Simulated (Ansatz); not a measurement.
## Sb chain started as a strip of triangles: period, moment and channels by functional

Aim: how far do the period, the moment and the conductance of the Sb chain started as a strip of triangles depend on the functional, the datasets and spin-orbit coupling, and at what cost?

Method: DFT PBE, plane waves, PAW; relaxation of a chain's period, in the first sound run; inputs show where later runs differ, in Ansatz 0.2.0.

### Step 1. Starting point

The cell holds 2 atoms: 2 Sb. Cell: a = 9.000 Å, b = 7.500 Å, c = 2.720 Å, α = 90.0°, β = 90.0°, γ = 90.0°. Vacuum lies along a and b. The structure's axis is c.

### Step 2. Relaxation of atoms and period, level PBE, cutoff 420 eV

Band widths follow the bond lengths, so the chain is relaxed first. The atoms and the third cell vector are free; the box across stays fixed as vacuum. Moments are seeded so that a magnetic state can form if it lies lower. A Fermi-Dirac smearing is set since the result may be a metal. The pressure printed is a third of the stress's trace over the whole box, vacuum included; only the stress along the axis is relaxed.

Input file input.yaml:

```yaml
crystal:
  lattice:
    - [9.0, 0.0, 0.0]
    - [0.0, 7.5, 0.0]
    - [0.0, 0.0, 2.72023]
  atoms:
    - { symbol: Sb, position: [0.370884444, 0.5, 0.0], spin: 0.3 }
    - { symbol: Sb, position: [0.629115556, 0.5, 0.5], spin: 0.3 }
magnetization:
  spin_polarized: true
kpoints:
  mp_grid: { grid: [1, 1, 30] }
scf:
  occupations: { method: fermi_dirac, width: 0.05 }
hamiltonian:
  xc: pbe
relax:
  cell: { fix: [a, b, alpha, beta, gamma] }
  max_steps: 60
```

Run with:

```console
ansatz run input.yaml --threads 4 --pin off --max-ram 8192MiB --backend cpu --events-out ev --progress --plain --runs-dir out
```

Numbers of over 12 decimals in the logs are rounded to 6 here.

What it wrote:

```text
Engine: ansatz 0.2.0, aarch64-unknown-linux-gnu
Pseudopotentials: kind: paw
Pseudopotential: Sb, paw, valence charge 15, recommended cutoff 420 eV (normal), Sb.paw.azcp
Functional definition: PBE
  parameter kappa = 0.804
  parameter beta = 0.066725
  exchange = pbe_x(kappa = kappa, mu = beta*pi^2/3)
  correlation = pbe_c(beta = beta)
Crystal: 2 atoms, lattice volume = 183.616 Å³
Basis set: ecut = 420 eV, 3635 PW (Γ), exchange–correlation on 128×108×40 points (8 copies of the dense FFT grid, shifted against one another)
Bands: 20, of which v1, the nominal top of the filled ones, is band 15 counted from 1 (14 counted from 0)
Symmetry: 8 space group operations
Space group: Pmma (ITA 51), of the structure as read, at distance tolerance 5.7e-5 Å
Magnetic group: BNS 51.289 (UNI 387), of the structure as read, at distance tolerance 5.7e-5 Å
k-points: 16 of 30
Non-local potential: Sb, projectors of the file, l = 0: 2, l = 1: 2, l = 2: 2, l = 3: 2
PAW form: soft (Blöchl's): semilocal exchange-correlation on the pseudo side does not see the compensation charge
PAW one-centre angular grid: Sb, 590 points (default); XC on 64 Gauss nodes
Initial density: superposition of atomic densities (neutral atoms: chi_scale 0, normalization atom)
Starting moments: Σ|m| = 0.6 μB on 2 of 2 sites
Initial wavefunctions: pseudopotential atomic-orbital guess
Functional: x = pbe(κ = 0.804, μ = 0.219515), c = pbe(β = 0.066725)
iter 1 solved again at ethr=1.00e-3 eV; its pass at ethr=3.10e-3 eV (dr2=3.00e-1 eV) is discarded
SCF iter   1: F=—  HF=-12966.572657 eV  |F-HF|=—  |Δ(HF+E_count)|=         —  Δρ=1.01e-2 (↑9.86e-3 ↓1.01e-2)  dr2=3.17e-1  dr2_m=1.38e-1  M=0.047 μB ∫|m|=0.048 μB  β_m=0.30  ethr=1.00e-3  ⟨swp⟩=1.0  Hψ=4596  notcnv=0
preconditioner: auto → LDOS  [metal: Δε(μ)=0.066 eV  Ē_g=8.248 eV  σ=0.050 eV  W_gap=0.30  n_scr=20 (ndim 8)  ℏωp=8.3 eV  f_vac=0.569  D(μ)=1.08/eV (n_scr^D=4)]
spin=Collinear: LDOS preconditioning applied to the charge; magnetization (m = ρ↑ − ρ↓) channel mixes plain (no charge-response kernel on spin).
SCF iter   2: F=—  HF=-12966.523959 eV  |F-HF|=—  |Δ(HF+E_count)|=   4.87e-2  Δρ=7.16e-3 (↑6.81e-3 ↓7.16e-3)  dr2=1.16e-1  dr2_m=6.89e-2  M=0.039 μB ∫|m|=0.040 μB  β_m=0.30  ethr=1.00e-3  ⟨swp⟩=2.3  Hψ=872  notcnv=0  defer=2
SCF iter   3: F=—  HF=-12966.501882 eV  |F-HF|=—  |Δ(HF+E_count)|=   2.21e-2  Δρ=4.86e-3 (↑4.45e-3 ↓4.86e-3)  dr2=1.17e-2  dr2_m=3.41e-2  M=0.037 μB ∫|m|=0.037 μB  β_m=0.30  ethr=3.88e-4  ⟨swp⟩=3.0  Hψ=1017  notcnv=0  defer=2
SCF iter   4: F=—  HF=-12966.504083 eV  |F-HF|=—  |Δ(HF+E_count)|=   2.20e-3  Δρ=3.32e-3 (↑3.09e-3 ↓3.32e-3)  dr2=1.18e-3  dr2_m=1.70e-2  M=0.031 μB ∫|m|=0.031 μB  β_m=0.30  ethr=3.90e-5  ⟨swp⟩=3.0  Hψ=1371  notcnv=0  defer=2
SCF iter   5: F=—  HF=-12966.505628 eV  |F-HF|=—  |Δ(HF+E_count)|=   1.54e-3  Δρ=2.31e-3 (↑2.20e-3 ↓2.31e-3)  dr2=3.28e-4  dr2_m=8.50e-3  M=0.025 μB ∫|m|=0.025 μB  β_m=0.30  ethr=3.92e-6  ⟨swp⟩=2.9  Hψ=1097  notcnv=0  defer=2
SCF iter   6: F=—  HF=-12966.506485 eV  |F-HF|=—  |Δ(HF+E_count)|=   8.57e-4  Δρ=1.60e-3 (↑1.60e-3 ↓1.58e-3)  dr2=2.71e-5  dr2_m=4.27e-3  M=0.020 μB ∫|m|=0.020 μB  β_m=0.30  ethr=1.09e-6  ⟨swp⟩=2.0  Hψ=910  notcnv=0  defer=2
SCF iter   7: F=—  HF=-12966.506878 eV  |F-HF|=—  |Δ(HF+E_count)|=   3.92e-4  Δρ=1.13e-3 (↑1.13e-3 ↓1.13e-3)  dr2=1.54e-6  dr2_m=2.14e-3  M=0.016 μB ∫|m|=0.016 μB  β_m=0.30  ethr=9.03e-8  ⟨swp⟩=2.5  Hψ=978  notcnv=0  defer=2
Mixer restart at iter 7: flushing history
spin-set hold released at iteration 7 (site moments contracting): the magnetisation degrees of freedom join the quasi-Newton model from the next iteration; the mixer history was flushed
SCF iter   8: F=—  HF=-12966.507078 eV  |F-HF|=—  |Δ(HF+E_count)|=   2.01e-4  Δρ=8.00e-4 (↑8.00e-4 ↓8.00e-4)  dr2=9.00e-7  dr2_m=1.08e-3  M=0.013 μB ∫|m|=0.013 μB  β_m=0.65  ethr=5.13e-9  ⟨swp⟩=2.0  Hψ=962  notcnv=0  defer=2
SCF iter   9: F=—  HF=-12966.507318 eV  |F-HF|=—  |Δ(HF+E_count)|=   2.40e-4  Δρ=3.25e-5 (↑3.17e-5 ↓3.25e-5)  dr2=3.16e-8  dr2_m=1.73e-6  M=0.003 μB ∫|m|=0.003 μB  β_m=0.82  ethr=3.00e-9  ⟨swp⟩=3.0  Hψ=1270  notcnv=0  defer=2
SCF iter  10: F=—  HF=-12966.507335 eV  |F-HF|=—  |Δ(HF+E_count)|=   1.68e-5  Δρ=1.60e-5 (↑1.55e-5 ↓1.60e-5)  dr2=4.57e-9  dr2_m=4.17e-7  M=0.002 μB ∫|m|=0.002 μB  β_m=0.91  ethr=1.05e-10  ⟨swp⟩=5.1  Hψ=2156  notcnv=0
SCF iter  11: F=—  HF=-12966.507337 eV  |F-HF|=—  |Δ(HF+E_count)|=   1.76e-6  Δρ=1.70e-6 (↑1.61e-6 ↓1.70e-6)  dr2=3.99e-9  dr2_m=3.34e-9  M=0.000 μB ∫|m|=0.000 μB  β_m=0.91  ethr=1.52e-11  ⟨swp⟩=5.1  Hψ=2119  notcnv=0
SCF iter  12: F=—  HF=-12966.507337 eV  |F-HF|=—  |Δ(HF+E_count)|=   1.34e-8  Δρ=5.95e-7 (↑5.95e-7 ↓5.76e-7)  dr2=1.33e-9  dr2_m=2.64e-10  M=0.000 μB ∫|m|=0.000 μB  β_m=0.83  ethr=1.33e-11  ⟨swp⟩=4.0  Hψ=1879  notcnv=0
SCF iter  13: F=-12966.507337 eV  HF=-12966.507337 eV  |F-HF|=2.18e-11  |Δ(HF+E_count)|=  4.27e-10  Δρ=1.78e-7 (↑1.78e-7 ↓1.53e-7)  dr2=1.08e-10  dr2_m=2.75e-11  M=0.000 μB ∫|m|=0.000 μB  ethr=4.44e-12  ⟨swp⟩=3.0  Hψ=1488  notcnv=0
WARN: the starting moments were not kept: the SCF closed with an absolute magnetisation of 1.1e-5 μB, where they sum to 0.6 μB in size (2 sites). That is at most 0.1 of that sum. Measured as dr2_m measures the in/out step, that magnetisation stands 8.4e-12 eV from none, at or under the dr2_threshold of 1.0e-7 eV: it is no larger than a step whose dr2_m would equal this threshold. The system may hold no moment; this S [...]
SCF 1 converged in 13 iterations: F = -12966.507337 eV  dr2 = 1.08e-10
  greatest PAW one-centre occupation: 0.996 electrons in one spin orbital (limit 2), on the Sb atom at site 1 (counted from 0), in its partial waves of l = 2
relax step   1: F+E_penalty+E_count = -12966.50733652 eV  Δ(F+E_penalty+E_count) = +0.000e0 eV  max|allowed force component| = 3.337e0 eV/Å  Δτ_max = 0.0000 Å  P = +5.911 GPa  Ω = 183.616 Å³  fix = [a, b, alpha, beta, gamma]  reactions: a +6.482, b +0.353 GPa  (13 SCF iters, dr2 threshold 1.00e-7 eV, accepted)
Crystal: 2 atoms, lattice volume = 189.267 Å³
Basis set: ecut = 420 eV, 3727 PW (Γ), exchange–correlation on 128×108×40 points (8 copies of the dense FFT grid, shifted against one another)
Initial density: handed on by an earlier stage of this run
Starting moments: Σ|m| = 0.6 μB on 2 of 2 sites; this step starts from the density that it was given
Initial wavefunctions: those handed on with the density
iter 1 solved again at ethr=2.17e-4 eV; its pass at ethr=3.10e-3 eV (dr2=6.51e-2 eV) is discarded
[...]
SCF 3 converged in 7 iterations: F = -12967.347475 eV  dr2 = 1.65e-9
relax step   3: F+E_penalty+E_count = -12967.34747524 eV  Δ(F+E_penalty+E_count) = -6.276e-2 eV  max|allowed force component| = 2.599e-2 eV/Å  Δτ_max = 0.0036 Å  P = +0.519 GPa  Ω = 193.238 Å³  energy of the carried Pulay correction = -8.216e-4 eV  fix = [a, b, alpha, beta, gamma]  reactions: a -0.413, b +0.392 GPa  (7 SCF iters, dr2 threshold 2.00e-7 eV, accepted)
[...]
relax step   4: F+E_penalty+E_count = -12967.37708869 eV  Δ(F+E_penalty+E_count) = -2.961e-2 eV  max|allowed force component| = 2.191e-1 eV/Å  Δτ_max = 0.0070 Å  P = +0.037 GPa  Ω = 197.551 Å³  energy of the carried Pulay correction = -1.176e-3 eV  fix = [a, b, alpha, beta, gamma]  reactions: a -0.938, b +0.384 GPa  (7 SCF iters, dr2 threshold 2.00e-7 eV, accepted)
[...]
relax step   5: F+E_penalty+E_count = -12967.37112896 eV  Δ(F+E_penalty+E_count) = +5.960e-3 eV  max|allowed force component| = 1.273e-2 eV/Å  Δτ_max = 0.0449 Å  P = -0.489 GPa  Ω = 205.106 Å³  energy of the carried Pulay correction = -1.779e-3 eV  fix = [a, b, alpha, beta, gamma]  (8 SCF iters, dr2 threshold 2.00e-7 eV, rejected (line search))
[...]
relax step   6: F+E_penalty+E_count = -12967.39243030 eV  Δ(F+E_penalty+E_count) = -1.534e-2 eV  max|allowed force component| = 1.157e-1 eV/Å  Δτ_max = 0.0258 Å  P = -0.149 GPa  Ω = 200.676 Å³  energy of the carried Pulay correction = -1.429e-3 eV  fix = [a, b, alpha, beta, gamma]  reactions: a -0.672, b +0.377 GPa  (8 SCF iters, accepted)
[...]
relax step   7: F+E_penalty+E_count = -12967.39377879 eV  Δ(F+E_penalty+E_count) = -1.348e-3 eV  max|allowed force component| = 2.930e-2 eV/Å  Δτ_max = 0.0140 Å  P = -0.000 GPa  Ω = 200.538 Å³  energy of the carried Pulay correction = -1.418e-3 eV  fix = [a, b, alpha, beta, gamma]  reactions: a -0.351, b +0.376 GPa  (6 SCF iters, dr2 threshold 2.00e-7 eV, accepted)
[...]
relax step   8: F+E_penalty+E_count = -12967.39387281 eV  Δ(F+E_penalty+E_count) = -9.401e-5 eV  max|allowed force component| = 6.071e-3 eV/Å  Δτ_max = 0.0036 Å  P = -0.007 GPa  Ω = 200.327 Å³  energy of the carried Pulay correction = -1.401e-3 eV  fix = [a, b, alpha, beta, gamma]  reactions: a -0.429, b +0.376 GPa  (6 SCF iters, dr2 threshold 5.36e-8 eV, accepted)
Initial wavefunctions: pseudopotential atomic-orbital guess (no wavefunctions were taken with the density)
iter 1 solved again at ethr=8.05e-7 eV; its pass at ethr=3.10e-3 eV (dr2=2.41e-4 eV) is discarded
SCF iter   1: F=—  HF=-12967.394878 eV  |F-HF|=—  |Δ(HF+E_count)|=         —  Δρ=1.57e-5 (↑1.57e-5 ↓1.57e-5)  dr2=2.27e-7  dr2_m=6.09e-13  M=0.000 μB ∫|m|=0.000 μB  β_m=0.30  ethr=8.05e-7  ⟨swp⟩=3.1  Hψ=5084  notcnv=0
eigensolver tolerance schedule: the retry pair's looser diagonalisation over-reported the residual by 1060.60 of it (diagonalisation noise at 0.38 of the residual, at the tolerance the schedule requests for it); recorded, not acted on — ethr = c·dr2/N_el stays at c = 1.0e-1
preconditioner: auto → Resta (q_TF=auto, 1.988 Å⁻¹)  ε∞=2.1  [insulator: Δε(μ)=0.208 eV  Ē_g=7.929 eV  σ=0.050 eV  W_gap=0.70  n_scr=20 (ndim 8)  ℏωp=8.3 eV  f_vac=0.569  D(μ)=1.40/eV (n_scr^D=8)  ε∞_Penn≈2.1  vacuum switching on, ρ_ref=4.6e-3 e/Å³]
spin=Collinear: Resta preconditioning applied to the charge; magnetization (m = ρ↑ − ρ↓) channel mixes plain (no charge-response kernel on spin).
SCF iter   2: F=—  HF=-12967.394877 eV  |F-HF|=—  |Δ(HF+E_count)|=   1.12e-6  Δρ=1.10e-5 (↑1.10e-5 ↓1.10e-5)  dr2=1.09e-7  dr2_m=3.63e-13  M=0.000 μB ∫|m|=0.000 μB  β_m=0.63  ethr=7.58e-10  ⟨swp⟩=2.7  Hψ=1160  notcnv=0
SCF iter   3: F=—  HF=-12967.394879 eV  |F-HF|=—  |Δ(HF+E_count)|=   1.53e-6  Δρ=1.29e-6 (↑1.29e-6 ↓1.29e-6)  dr2=4.82e-9  dr2_m=2.91e-14  M=0.000 μB ∫|m|=0.000 μB  β_m=0.56  ethr=3.63e-10  ⟨swp⟩=3.4  Hψ=1226  notcnv=0
SCF iter   4: F=—  HF=-12967.394879 eV  |F-HF|=—  |Δ(HF+E_count)|=   1.43e-9  Δρ=3.51e-7 (↑3.51e-7 ↓3.51e-7)  dr2=5.88e-10  dr2_m=1.27e-14  M=0.000 μB ∫|m|=0.000 μB  β_m=0.78  ethr=1.61e-11  ⟨swp⟩=2.0  Hψ=1120  notcnv=0
SCF iter   5: F=—  HF=-12967.394879 eV  |F-HF|=—  |Δ(HF+E_count)|=   1.95e-8  Δρ=6.22e-8 (↑6.22e-8 ↓6.21e-8)  dr2=2.96e-11  dr2_m=2.36e-15  M=0.000 μB ∫|m|=0.000 μB  β_m=0.77  ethr=1.96e-12  ⟨swp⟩=3.0  Hψ=1252  notcnv=0
SCF iter   6: F=-12967.394879 eV  HF=-12967.394879 eV  |F-HF|=0.00e0  |Δ(HF+E_count)|=  4.18e-11  Δρ=4.10e-8 (↑4.10e-8 ↓4.10e-8)  dr2=9.73e-12  dr2_m=5.43e-16  M=0.000 μB ∫|m|=0.000 μB  ethr=1.00e-12  ⟨swp⟩=6.0  Hψ=2466  notcnv=0
the starting moments were not kept: the SCF closed with an absolute magnetisation of 6.4e-8 μB, where they sum to 0.6 μB in size (2 sites). That is at most 0.1 of that sum. Measured as dr2_m measures the in/out step, that magnetisation stands 2.7e-16 eV from none, at or under the dr2_threshold of 2.0e-11 eV: it is no larger than a step whose dr2_m would equal this threshold.
SCF 9 converged in 6 iterations: F = -12967.394879 eV  dr2 = 9.73e-12
relax step   9: F+E_penalty+E_count = -12967.39487879 eV  Δ(F+E_penalty+E_count) = -1.006e-3 eV  max|allowed force component| = 6.251e-3 eV/Å  Δτ_max = 0.0000 Å  P = -0.006 GPa  Ω = 200.327 Å³  fix = [a, b, alpha, beta, gamma]  reactions: a -0.433, b +0.373 GPa  stress off target by 4.25e-2 GPa on what of the cell is left free  SCF on the basis re-selected at this cell (its energy is not comparable with the rows above)  (6 SCF iters)
basis re-selected at this cell: Δ(F+E_penalty+E_count) = -1.006e-3 eV, ΔP = +0.001 GPa vs the last step (what re-selecting the basis moved, of the pressure what is left beyond the Pulay correction that the steps carried, after the strain that the cell walked since its last selection, with what the two solves' SCF thresholds leave and, on support functions, any second-order correction that the steps lacked; it is no m [...]
SCF converged after 6 iterations
Magnetization: 0.0000 μB (15.0000 up, 15.0000 down)
Absolute magnetization: 0.0000 μB (∫|ρ↑−ρ↓|, with the PAW one-centre terms)
Spin contamination: 0.0000 ħ² per cell (⟨S²⟩ above its minimum at these occupations)
Per-site moments (μB) at R_I (Å): [(1.2792850922122965e-8, 1.224222), (1.2792851014169178e-8, 1.224222)]
Free energy (F): -12967.394879 eV
Harris-Foulkes:  -12967.394879 eV  (|F-HF|=0.00e0)
Internal energy: -12967.382397 eV  (E = F + TS)
E sigma→0 (E₀):  -12967.388638 eV
Entropy (-TS):   -0.012482 eV (-6.241 meV/atom)
Fermi energy:    -0.105998 eV
--- Per-component energies (eV) ---
  E_band       = -632.101465
  E_kinetic    = 411.634913
  E_local      = -6895.208028  (includes V_loc(G=0)·N_el)
  E_nonlocal   = 723.520355
  E_hartree    = 3152.220182
  E_xc         = -274.842411
  E_vxc        = -189.534819  (∫ρ·V_xc dr)
  E_paw        = -9149.613258  (= ΣΔE_a)
  E_vpaw       = -986.954016  (= ΣTr[D̂ρ^β])
  E_aug_tail   = -0.000003  (compensation charges beyond the density's cutoff)
  E_ewald      = -935.094147
  E_smearing   = -0.012482  (= −TS)
  E_closure    = 0.000000  (closes the sum)
  Σ components = -12967.394879   (vs F -12967.394879, Δ=0.00e0)
--- Forces (eV/Å), atoms counted from 1 ---
  atom   1  Sb     0.00625081     0.00000000     0.00000000
  atom   2  Sb    -0.00625081     0.00000000    -0.00000000
  max |Σ_I F_I| component: 8.67e-19 eV/Å
--- Stress (GPa, compression-positive) ---
       -0.433173       0.000000       0.000000
        0.000000       0.372933      -0.000000
        0.000000      -0.000000       0.042456
  P = ⅓ Tr σ = -0.0059 GPa (-0.059 kbar)
--- Relaxed structure (8 steps of the walk, 7 accepted, 1 SCFs on fresh bases) ---
  F+E_penalty+E_count = -12967.39487879 eV   max|allowed force component| = 6.251e-3 eV/Å   (the final SCF, on the basis selected at the relaxed cell)
  cell:  # Å, volume = 200.3272 Å³
    - [9.0, 0.0, 0.0]
    - [0.0, 7.5, 0.0]
    - [0.0, 0.0, 2.967811]
  atoms:
    - { symbol: Sb, position: [0.354417, 0.5, 0.0] }
    - { symbol: Sb, position: [0.645583, 0.5, 0.500000] }
```

Run time: 20 s. Hardware: 4 threads of Arm Neoverse V1, shared host; peak memory 0.51 GiB; 72 s of CPU time.

Relaxation path:

```csv
step,energy less that of the first step (eV),largest force component (eV/Å),pressure (GPa),volume (Å³)
1,0.0000,3.3370,5.91,183.62
2,-0.7774,0.0653,1.25,189.27
3,-0.8401,0.0260,0.52,193.24
4,-0.8698,0.2191,0.04,197.55
5,-0.8638,0.0127,-0.49,205.11
6,-0.8851,0.1157,-0.15,200.68
7,-0.8864,0.0293,0.00,200.54
8,-0.8865,0.0061,-0.01,200.33
9*,-0.8875,0.0063,-0.01,200.33
```

Relaxation steps marked * repeat the geometry before them on a plane-wave basis chosen anew for their cell, so energy and pressure can jump there. Relaxation step 5 was tried and not accepted.

Forces are held to the 8 operations that the run works with; a distortion that breaks them can't arise in this run.

```csv
cell as run,before,after,change
c (Å),2.720,2.968,+9.1 %
```

The atoms that moved most (Å, along periodic axes as changes of fractional coordinates times the final cell, across vacuum about the mean position):

```csv
atom,dx,dy,dz,length
Sb1,-0.148,0.000,0.000,0.148
Sb2,0.148,0.000,0.000,0.148
```

The relaxed structure:

```xyz
2
Lattice="9.0000 0.0000 0.0000 0.0000 7.5000 0.0000 0.0000 0.0000 2.9678" Properties=species:S:1:pos:R:3
Sb    3.1898    3.7500    0.0000
Sb    5.8102    3.7500    1.4839
```

Numbers from this step:

```
energy at zero smearing    : -12967.3886 eV
cell length along the wire : 2.968 Å
```

The cell's length comes to 2.968 Å with no moment.

(Part 1 of 4 ends here.)

[Logs are printed without paths, hosts, clocks, repeated set-up lines and the standing remarks that a program may print on its own settings, such as how far it seeks lower states.]

[Hosts, paths, dates, database ids (printed as entryN), source tags and the programs' standing remarks are cut or masked in the printed files.]
